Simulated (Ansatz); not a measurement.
# C on Pd(111): change of the work function

How does C on the fcc site change the work function of Pd(111) as the layer fills?

Method: plane-wave DFT, PBE, Ansatz PAW, in Ansatz 0.2.0.

### Step 1. The starting structure

The cell holds 4 atoms: 4 Pd. Cell: a = 2.751 Å, b = 2.751 Å, c = 24.738 Å, α = 90.0°, β = 90.0°, γ = 60.0°. Vacuum lies along c.

### Step 2. The clean slab

The bare slab comes first, as the zero from which every change is counted. The two lowest layers are held at bulk places and the upper ones relax. The dipole correction removes the false field that a one-sided slab makes across the periodic vacuum, so each face gets a flat vacuum level of its own.

Input file input.yaml:

```yaml
crystal:
  lattice:
    - [2.7506453788, 0.0, 0.0]
    - [1.3753226894, 2.3821287749, 0.0]
    - [0.0, 0.0, 24.7376776414]
  atoms:
    - { symbol: Pd, position: [0.0, 0.0, 0.3638174986] }
    - { symbol: Pd, position: [0.3333333333, 0.3333333333, 0.4546058329] }
    - { symbol: Pd, position: [0.6666666667, 0.6666666667, 0.5453941671] }
    - { symbol: Pd, position: [0.0, 0.0, 0.6361825014] }
kpoints:
  mp_grid: { grid: [12, 12, 1] }
hamiltonian:
  xc: pbe
scf:
  occupations: { method: fermi_dirac, width: 0.1 }
  convergence: { dr2_threshold: 1.0e-08 }
efield:
  axis: 3
  dipole_correction: true
  ramp_position: 0.97
  ramp_width: 0.06
relax:
  f_tol: 0.02
  max_steps: 60
  constraints: [{ sites: [0, 1] }]
output:
  write_potential: true
  write_density: true
  volumetric_format: npy
```

Launch:

```bash
$ ansatz run input.yaml --threads 4 --pin off --max-ram 16384MiB --backend cpu --events-out ev --progress --plain --runs-dir out
```

Output:

```text
Engine: ansatz 0.2.0, aarch64-unknown-linux-gnu
Pseudopotentials: kind: paw
Pseudopotential: Pd, paw, valence charge 18, recommended cutoff 420 eV (normal), Pd.paw.azcp
Functional definition: PBE
  parameter kappa = 0.804
  parameter beta = 0.066725
  exchange = pbe_x(kappa = kappa, mu = beta*pi^2/3)
  correlation = pbe_c(beta = beta)
Crystal: 4 atoms, lattice volume = 162.091 Å³
Basis set: ecut = 420 eV, 3173 PW (Γ), exchange–correlation on 40×40×360 points (8 copies of the dense FFT grid, shifted against one another)
Bands: 44, of which v1, the nominal top of the filled ones, is band 36 counted from 1 (35 counted from 0)
Symmetry: 6 space group operations
k-points: 19 of 144 (time reversal used)
Non-local potential: Pd, projectors of the file, l = 0: 2, l = 1: 2, l = 2: 2, l = 3: 1
PAW form: soft (Blöchl's): semilocal exchange-correlation on the pseudo side does not see the compensation charge
PAW one-centre angular grid: Pd, 590 points (default); XC on 64 Gauss nodes
Initial density: superposition of atomic densities (neutral atoms: chi_scale 0, normalization atom), corrected by the library's trained network
Initial wavefunctions: pseudopotential atomic-orbital guess
Functional: x = pbe(κ = 0.804, μ = 0.219515), c = pbe(β = 0.066725)
SCF iter   1: F=—  HF=-27890.455168 eV  |F-HF|=—  |Δ(HF+E_count)|=         —  Δρ=1.07e-2  dr2=1.28e0  ethr=1.77e-3  p=0.000 e·Å  D=6.33e-14 V/Å  ΔV_dip=-0.00 eV  dr2_dipole=3.98e-8  V_vac-E_F(+/−)=4.91/4.91 eV  ⟨swp⟩=8.8  Hψ=3801  notcnv=0  defer=5
efield: sawtooth ramp at fractional position 0.9700 (set: `efield.ramp_position`, or a place that a band, a saddle search or an elastic batch's reference lends), width 0.0600; the density the first Hamiltonian is built on has a dipole p = 0.000 e·Å; the dipole correction subtracts the counter field D = 6.33e-14 V/Å, which shifts the + side's vacuum level by -0.00 eV against the − side's; the planar-averaged density in the ramp window peaks in size at 1.0e-5 e/Å³
preconditioner: auto → LDOS  [metal: Δε(μ)=0.013 eV  Ē_g=7.392 eV  σ=0.100 eV  W_gap=0.03  n_scr=18 (ndim 8)  ℏωp=18.4 eV  f_vac=0.591  D(μ)=8.60/eV (n_scr^D=102)  β→1.0]
SCF iter   2: F=—  HF=-27890.433596 eV  |F-HF|=—  |Δ(HF+E_count)|=   2.16e-2  Δρ=7.31e-3  dr2=1.75e-1  ethr=1.77e-3  p=0.000 e·Å  D=1.46e-6 V/Å  ΔV_dip=-0.00 eV  dr2_dipole=8.34e-8  V_vac-E_F(+/−)=5.24/5.24 eV  ⟨swp⟩=2.3  Hψ=1056  notcnv=0  defer=19
SCF iter   3: F=—  HF=-27890.425873 eV  |F-HF|=—  |Δ(HF+E_count)|=   7.72e-3  Δρ=2.98e-3  dr2=1.13e-1  ethr=2.44e-4  p=-0.000 e·Å  D=-3.12e-6 V/Å  ΔV_dip=0.00 eV  dr2_dipole=6.87e-8  V_vac-E_F(+/−)=5.17/5.17 eV  ⟨swp⟩=2.2  Hψ=1106  notcnv=0  defer=23
SCF iter   4: F=—  HF=-27890.422750 eV  |F-HF|=—  |Δ(HF+E_count)|=   3.12e-3  Δρ=6.69e-4  dr2=1.33e-3  ethr=1.57e-4  p=-0.000 e·Å  D=-9.11e-6 V/Å  ΔV_dip=0.00 eV  dr2_dipole=1.17e-8  V_vac-E_F(+/−)=5.25/5.25 eV  ⟨swp⟩=1.6  Hψ=832  notcnv=0  defer=23
SCF iter   5: F=—  HF=-27890.423193 eV  |F-HF|=—  |Δ(HF+E_count)|=   4.43e-4  Δρ=1.74e-4  dr2=5.12e-5  ethr=1.85e-6  p=-0.000 e·Å  D=-1.21e-6 V/Å  ΔV_dip=0.00 eV  dr2_dipole=2.43e-10  V_vac-E_F(+/−)=5.25/5.25 eV  ⟨swp⟩=2.1  Hψ=1258  notcnv=0  defer=23
SCF iter   6: F=—  HF=-27890.423233 eV  |F-HF|=—  |Δ(HF+E_count)|=   3.95e-5  Δρ=4.92e-5  dr2=8.06e-6  ethr=7.11e-8  p=-0.000 e·Å  D=-9.74e-7 V/Å  ΔV_dip=0.00 eV  dr2_dipole=6.60e-11  V_vac-E_F(+/−)=5.24/5.24 eV  ⟨swp⟩=2.5  Hψ=1397  notcnv=0  defer=23
SCF iter   7: F=—  HF=-27890.423234 eV  |F-HF|=—  |Δ(HF+E_count)|=   1.15e-6  Δρ=1.81e-5  dr2=4.03e-7  ethr=1.12e-8  p=-0.000 e·Å  D=-6.48e-7 V/Å  ΔV_dip=0.00 eV  dr2_dipole=1.00e-11  V_vac-E_F(+/−)=5.24/5.24 eV  ⟨swp⟩=3.2  Hψ=1510  notcnv=0  defer=20
SCF iter   8: F=—  HF=-27890.423235 eV  |F-HF|=—  |Δ(HF+E_count)|=   1.67e-6  Δρ=6.07e-6  dr2=5.44e-8  ethr=5.59e-10  p=-0.000 e·Å  D=-2.98e-7 V/Å  ΔV_dip=0.00 eV  dr2_dipole=2.98e-13  V_vac-E_F(+/−)=5.24/5.24 eV  ⟨swp⟩=2.6  Hψ=1458  notcnv=0  defer=20
SCF iter   9: F=-27890.423236 eV  HF=-27890.423236 eV  |F-HF|=1.10e-8  |Δ(HF+E_count)|=   2.61e-7  Δρ=1.39e-6  dr2=5.24e-9  ethr=1.39e-11  p=-0.000 e·Å  D=-1.17e-7 V/Å  ΔV_dip=0.00 eV  dr2_dipole=1.01e-13  V_vac-E_F(+/−)=5.24/5.24 eV  ⟨swp⟩=9.9  Hψ=5869  notcnv=0
SCF 1 converged in 9 iterations: F = -27890.423236 eV  dr2 = 5.24e-9
  greatest PAW one-centre occupation: 0.999 electrons in one spin orbital (limit 2), on the Pd atom at site 3 (counted from 0), in its partial waves of l = 0
relax step   1: F+E_penalty+E_count = -27890.42323570 eV  Δ(F+E_penalty+E_count) = +0.000e0 eV  max|allowed force component| = 3.166e-1 eV/Å  Δτ_max = 0.0000 Å  (9 SCF iters, accepted)
Initial density: handed on by an earlier stage of this run
Initial wavefunctions: those handed on with the density
iter 1 solved again at ethr=2.12e-4 eV; its pass at ethr=3.10e-3 eV (dr2=1.53e-1 eV) is discarded
SCF iter   1: F=—  HF=-27890.473008 eV  |F-HF|=—  |Δ(HF+E_count)|=         —  Δρ=1.03e-2  dr2=1.69e-1  ethr=2.12e-4  p=-0.000 e·Å  D=-1.13e-6 V/Å  ΔV_dip=0.00 eV  dr2_dipole=2.24e-3  V_vac-E_F(+/−)=5.27/5.27 eV  ⟨swp⟩=1.9  Hψ=3276  notcnv=0  defer=23
efield: sawtooth ramp at fractional position 0.9700 (set: `efield.ramp_position`, or a place that a band, a saddle search or an elastic batch's reference lends), width 0.0600; the density the first Hamiltonian is built on has a dipole p = -0.000 e·Å; the dipole correction subtracts the counter field D = -1.13e-6 V/Å, which shifts the + side's vacuum level by +0.00 eV against the − side's; the planar-averaged density in the ramp window peaks in size at 5.9e-6 e/Å³
preconditioner: auto → LDOS  [metal: Δε(μ)=0.027 eV  Ē_g=7.480 eV  σ=0.100 eV  W_gap=0.07  n_scr=18 (ndim 8)  ℏωp=18.4 eV  f_vac=0.586  D(μ)=8.63/eV (n_scr^D=102)  β→1.0]
SCF iter   2: F=—  HF=-27890.485252 eV  |F-HF|=—  |Δ(HF+E_count)|=   1.22e-2  Δρ=8.04e-3  dr2=2.31e-1  ethr=2.12e-4  p=0.009 e·Å  D=1.02e-2 V/Å  ΔV_dip=-0.25 eV  dr2_dipole=2.06e-2  V_vac-E_F(+/−)=5.00/5.25 eV  ⟨swp⟩=3.1  Hψ=1628  notcnv=0  defer=23
SCF iter   3: F=—  HF=-27890.436922 eV  |F-HF|=—  |Δ(HF+E_count)|=   4.83e-2  Δρ=1.43e-3  dr2=7.38e-3  ethr=2.12e-4  p=-0.000 e·Å  D=-2.15e-5 V/Å  ΔV_dip=0.00 eV  dr2_dipole=1.42e-3  V_vac-E_F(+/−)=5.26/5.25 eV  ⟨swp⟩=2.2  Hψ=1432  notcnv=0  defer=23
SCF iter   4: F=—  HF=-27890.436362 eV  |F-HF|=—  |Δ(HF+E_count)|=   5.60e-4  Δρ=7.26e-4  dr2=1.35e-3  ethr=1.03e-5  p=-0.000 e·Å  D=-2.56e-4 V/Å  ΔV_dip=0.01 eV  dr2_dipole=1.69e-4  V_vac-E_F(+/−)=5.26/5.25 eV  ⟨swp⟩=2.6  Hψ=1517  notcnv=0  defer=23
[...]
SCF iter   9: F=—  HF=-27890.436094 eV  |F-HF|=—  |Δ(HF+E_count)|=   1.66e-6  Δρ=6.83e-6  dr2=2.04e-7  ethr=3.69e-9  p=-0.001 e·Å  D=-1.18e-3 V/Å  ΔV_dip=0.03 eV  dr2_dipole=1.91e-9  V_vac-E_F(+/−)=5.28/5.25 eV  ⟨swp⟩=1.6  Hψ=936  notcnv=0  defer=23
SCF iter  10: F=—  HF=-27890.436094 eV  |F-HF|=—  |Δ(HF+E_count)|=   1.41e-7  Δρ=2.36e-6  dr2=2.45e-8  ethr=2.83e-10  p=-0.001 e·Å  D=-1.18e-3 V/Å  ΔV_dip=0.03 eV  dr2_dipole=5.00e-10  V_vac-E_F(+/−)=5.28/5.25 eV  ⟨swp⟩=1.9  Hψ=1008  notcnv=0  defer=23
SCF iter  11: F=-27890.436094 eV  HF=-27890.436094 eV  |F-HF|=3.60e-9  |Δ(HF+E_count)|=   2.10e-8  Δρ=9.21e-7  dr2=4.42e-9  ethr=1.39e-11  p=-0.001 e·Å  D=-1.17e-3 V/Å  ΔV_dip=0.03 eV  dr2_dipole=6.45e-12  V_vac-E_F(+/−)=5.28/5.25 eV  ⟨swp⟩=9.1  Hψ=5455  notcnv=0
SCF 2 converged in 11 iterations: F = -27890.436094 eV  dr2 = 4.42e-9
  greatest PAW one-centre occupation: 0.999 electrons in one spin orbital (limit 2), on the Pd atom at site 0 (counted from 0), in its partial waves of l = 0
relax step   2: F+E_penalty+E_count = -27890.43609399 eV  Δ(F+E_penalty+E_count) = -1.286e-2 eV  max|allowed force component| = 1.195e-1 eV/Å  Δτ_max = 0.1491 Å  (11 SCF iters, accepted)
SCF iter   1: F=—  HF=-27890.441862 eV  |F-HF|=—  |Δ(HF+E_count)|=         —  Δρ=3.46e-3  dr2=5.32e-2  ethr=1.86e-4  p=-0.001 e·Å  D=-1.17e-3 V/Å  ΔV_dip=0.03 eV  dr2_dipole=1.25e-2  V_vac-E_F(+/−)=5.27/5.24 eV  ⟨swp⟩=3.7  Hψ=1882  notcnv=0  defer=23
efield: sawtooth ramp at fractional position 0.9700 (set: `efield.ramp_position`, or a place that a band, a saddle search or an elastic batch's reference lends), width 0.0600; the density the first Hamiltonian is built on has a dipole p = -0.001 e·Å; the dipole correction subtracts the counter field D = -1.17e-3 V/Å, which shifts the + side's vacuum level by +0.03 eV against the − side's; the planar-averaged density in the ramp window peaks in size at 4.1e-6 e/Å³
preconditioner: auto → LDOS  [metal: Δε(μ)=0.005 eV  Ē_g=7.445 eV  σ=0.100 eV  W_gap=0.01  n_scr=18 (ndim 8)  ℏωp=18.4 eV  f_vac=0.586  D(μ)=8.75/eV (n_scr^D=102)  β→1.0]
SCF iter   2: F=—  HF=-27890.442574 eV  |F-HF|=—  |Δ(HF+E_count)|=   7.12e-4  Δρ=2.46e-3  dr2=2.49e-2  ethr=7.39e-5  p=-0.004 e·Å  D=-4.16e-3 V/Å  ΔV_dip=0.10 eV  dr2_dipole=3.71e-3  V_vac-E_F(+/−)=5.35/5.25 eV  ⟨swp⟩=2.0  Hψ=1476  notcnv=0  defer=23
SCF iter   3: F=—  HF=-27890.438246 eV  |F-HF|=—  |Δ(HF+E_count)|=   4.33e-3  Δρ=5.40e-4  dr2=2.62e-3  ethr=3.45e-5  p=-0.001 e·Å  D=-7.90e-4 V/Å  ΔV_dip=0.02 eV  dr2_dipole=6.99e-4  V_vac-E_F(+/−)=5.27/5.25 eV  ⟨swp⟩=2.0  Hψ=1237  notcnv=0  defer=23
SCF iter   4: F=—  HF=-27890.438154 eV  |F-HF|=—  |Δ(HF+E_count)|=   9.19e-5  Δρ=2.67e-4  dr2=2.39e-4  ethr=3.64e-6  p=-0.001 e·Å  D=-8.37e-4 V/Å  ΔV_dip=0.02 eV  dr2_dipole=2.30e-5  V_vac-E_F(+/−)=5.27/5.25 eV  ⟨swp⟩=2.1  Hψ=1201  notcnv=0  defer=23
SCF iter   5: F=—  HF=-27890.438115 eV  |F-HF|=—  |Δ(HF+E_count)|=   3.93e-5  Δρ=6.91e-5  dr2=2.80e-5  ethr=3.32e-7  p=-0.001 e·Å  D=-7.61e-4 V/Å  ΔV_dip=0.02 eV  dr2_dipole=4.25e-6  V_vac-E_F(+/−)=5.27/5.25 eV  ⟨swp⟩=2.0  Hψ=1164  notcnv=0  defer=23
SCF iter   6: F=—  HF=-27890.438114 eV  |F-HF|=—  |Δ(HF+E_count)|=   9.50e-7  Δρ=3.89e-5  dr2=5.54e-6  ethr=3.89e-8  p=-0.001 e·Å  D=-7.43e-4 V/Å  ΔV_dip=0.02 eV  dr2_dipole=8.65e-8  V_vac-E_F(+/−)=5.27/5.25 eV  ⟨swp⟩=2.1  Hψ=1071  notcnv=0  defer=23
SCF iter   7: F=—  HF=-27890.438111 eV  |F-HF|=—  |Δ(HF+E_count)|=   3.36e-6  Δρ=2.05e-5  dr2=2.14e-6  ethr=7.70e-9  p=-0.001 e·Å  D=-7.64e-4 V/Å  ΔV_dip=0.02 eV  dr2_dipole=1.72e-12  V_vac-E_F(+/−)=5.27/5.25 eV  ⟨swp⟩=1.5  Hψ=905  notcnv=0  defer=23
SCF iter   8: F=—  HF=-27890.438111 eV  |F-HF|=—  |Δ(HF+E_count)|=   1.22e-7  Δρ=8.82e-6  dr2=3.83e-7  ethr=2.97e-9  p=-0.001 e·Å  D=-7.82e-4 V/Å  ΔV_dip=0.02 eV  dr2_dipole=8.94e-11  V_vac-E_F(+/−)=5.27/5.25 eV  ⟨swp⟩=1.6  Hψ=876  notcnv=0  defer=23
SCF iter   9: F=—  HF=-27890.438111 eV  |F-HF|=—  |Δ(HF+E_count)|=   1.20e-7  Δρ=2.88e-6  dr2=3.25e-8  ethr=5.32e-10  p=-0.001 e·Å  D=-7.82e-4 V/Å  ΔV_dip=0.02 eV  dr2_dipole=1.32e-10  V_vac-E_F(+/−)=5.27/5.25 eV  ⟨swp⟩=1.4  Hψ=891  notcnv=0  defer=23
SCF iter  10: F=-27890.438111 eV  HF=-27890.438111 eV  |F-HF|=9.09e-9  |Δ(HF+E_count)|=   6.31e-8  Δρ=1.12e-6  dr2=4.80e-9  ethr=1.39e-11  p=-0.001 e·Å  D=-7.77e-4 V/Å  ΔV_dip=0.02 eV  dr2_dipole=2.32e-11  V_vac-E_F(+/−)=5.27/5.25 eV  ⟨swp⟩=9.2  Hψ=5451  notcnv=0
SCF 3 converged in 10 iterations: F = -27890.438111 eV  dr2 = 4.80e-9
relax step   3: F+E_penalty+E_count = -27890.43811104 eV  Δ(F+E_penalty+E_count) = -2.017e-3 eV  max|allowed force component| = 1.002e-2 eV/Å  Δτ_max = 0.0431 Å  (10 SCF iters, accepted)
NSCF: frozen V_eff on 19 k-points
the band table was solved once a step of the walk had ended and its energy, with any forces and stress, was formed, with the checks that follow a solve (4651 applications of the Hamiltonian). They found nothing against the state; the energy, forces and stress were not computed again (output.eigenvalues in the input reference)
WARN: The input density's exchange-correlation potential varies sharply where the density is thin. Do not read a vacuum level from v_tot or v_xc, or from such a field of the output density. On a cell that repeats whose density bears no net charge and no dipole along the vacuum's axis use v_es (v_loc + v_h of the components); under efield.dipole_correction with no amplitude use v_es + v_field, which holds any external [...]
SCF converged after 10 iterations
Free energy (F): -27890.438111 eV
Harris-Foulkes:  -27890.438111 eV  (|F-HF|=9.09e-9)
Internal energy: -27890.160758 eV  (E = F + TS)
E sigma→0 (E₀):  -27890.299434 eV
Entropy (-TS):   -0.277353 eV (-69.338 meV/atom)
Fermi energy:    3.865219 eV
Dipole field:    D = -0.000784 V/Å  (p = -0.000703 e·Å, saw-weighted, corrected)
Work function:   Φ+ = 5.2682 eV   Φ− = 5.2488 eV
Levels:          The Fermi level and band energies are counted from a zero that moves with the ramp; work functions are not
--- Per-component energies (eV) ---
  E_band       = -1676.700701
  E_kinetic    = 2053.458324
  E_local      = -127765.328557  (includes V_loc(G=0)·N_el)
  E_nonlocal   = 869.748791
  E_hartree    = 62664.014762
  E_xc         = -672.789627
  E_vxc        = -843.766960  (∫ρ·V_xc dr)
  E_paw        = -15001.631602  (= ΣΔE_a)
  E_vpaw       = -1318.850886  (= ΣTr[D̂ρ^β])
  E_aug_tail   = 0.000881  (compensation charges beyond the density's cutoff)
  E_efield     = 0.000000  (sawtooth field / dipole correction)
  E_vefield    = 0.002175  (∫n·V_field dr)
  E_ewald      = 49962.366270
  E_smearing   = -0.277353  (= −TS)
  E_closure    = -0.000000  (closes the sum)
  Σ components = -27890.438111   (vs F -27890.438111, Δ=0.00e0)
--- Forces (eV/Å), atoms counted from 1 ---
  atom   1  Pd     0.00000000    -0.00000000    -0.31322260
  atom   2  Pd    -0.00000000    -0.00000000     0.30972277
  atom   3  Pd     0.00000000     0.00000000    -0.00649868
  atom   4  Pd     0.00000000     0.00000000     0.01001665
  max |Σ_I F_I| component: 1.81e-5 eV/Å
--- Band table (eV; the first three rows and the last of 19) ---
  k-point 0: bands = [... 32 lower, 2.6989, 2.9476, 2.9476, 3.4679, 3.4679, 3.7710, 3.7710, 4.2819, ... 4 higher]
  k-point 1: bands = [... 32 lower, 2.6192, 2.9508, 2.9602, 3.1225, 3.4642, 3.5262, 3.7785, 4.8762, ... 4 higher]
  k-point 2: bands = [... 32 lower, 2.5130, 2.5291, 2.9094, 2.9320, 3.4494, 3.7948, 4.0102, 5.8227, ... 4 higher]
  k-point 18: bands = [... 32 lower, 3.3435, 3.5770, 3.6104, 3.6222, 10.1875, 10.3728, 10.3815, 11.0947, ... 4 higher]
--- Relaxed structure (3 steps of the walk, 3 accepted, 0 SCFs on fresh bases) ---
  F+E_penalty+E_count = -27890.43811104 eV   max|allowed force component| = 1.002e-2 eV/Å
  atoms:
    - { symbol: Pd, position: [0.0, 0.0, 0.3638174986] }
    - { symbol: Pd, position: [0.333333, 0.333333, 0.454606] }
    - { symbol: Pd, position: [0.666667, 0.666667, 0.547339] }
    - { symbol: Pd, position: [0, 0, 0.640465] }
```

Run time: 13 s. Hardware: 4 threads of Arm Neoverse V1, shared host; peak memory 0.49 GiB; 46 s of CPU time.

Step by step:

| step | energy less that of the first step (eV) | largest force component (eV/Å) |
| --- | --- | --- |
| 1 | 0.0000 | 0.3166 |
| 2 | -0.0129 | 0.1195 |
| 3 | -0.0149 | 0.0100 |

Forces are held to the 6 operations that the program found; a distortion that breaks them can't arise in this run.

The atoms that moved most (Å):

```
atom     dx     dy     dz  length
 Pd4  0.000  0.000  0.106   0.106
 Pd3  0.000  0.000  0.048   0.048
```

Read from the output:

```
energy at zero smearing   : -27890.2994 eV
work function, upper face : 5.268 eV
dipole along the normal   : -7.03e-4 e·Å
```

Running mean over 2.246 Å of the planar mean; the ramp of the sawtooth is left out. Electron's electrostatic potential energy less the Fermi level against z:

```csv
z (Å),electron's electrostatic potential energy less the Fermi level (eV)
3.5,5.25
4.0,5.25
4.5,5.25
5.0,5.25
5.5,5.23
6.0,5.19
6.5,5.04
7.0,4.40
7.5,1.79
8.0,-3.11
8.5,-7.03
9.0,-8.25
9.5,-8.43
10.0,-8.48
10.5,-8.52
11.0,-8.56
11.5,-8.51
12.0,-8.24
12.5,-8.12
13.0,-8.35
13.5,-8.50
14.0,-8.28
14.5,-7.92
15.0,-7.94
15.5,-8.20
16.0,-8.01
16.5,-6.08
17.0,-1.45
17.5,2.94
18.0,4.73
18.5,5.13
19.0,5.23
19.5,5.26
20.0,5.27
20.5,5.27
21.0,5.27
21.5,5.27
```

The relaxation took 3 steps and lowered the energy by 0.015 eV; the largest force on the free atoms ends at 0.010 eV/Å.

The work function of the upper face is 5.27 eV.

(Part 1 of 4 ends here.)

[Long decimals in the printed logs are rounded to 6 places.]

[Logs are printed without paths, hosts, clocks, repeated set-up lines and the standing remarks that a program may print on its own settings, such as how far it seeks lower states.]

[Hosts, paths, dates, database ids (printed as entryN), source tags and the programs' standing remarks are cut or masked in the printed files.]

[Maps of the electrostatic potential energy from Ansatz leave out the sawtooth potential of an applied field or a dipole correction, so their vacuum need not be flat; planar profiles and work functions include it.]
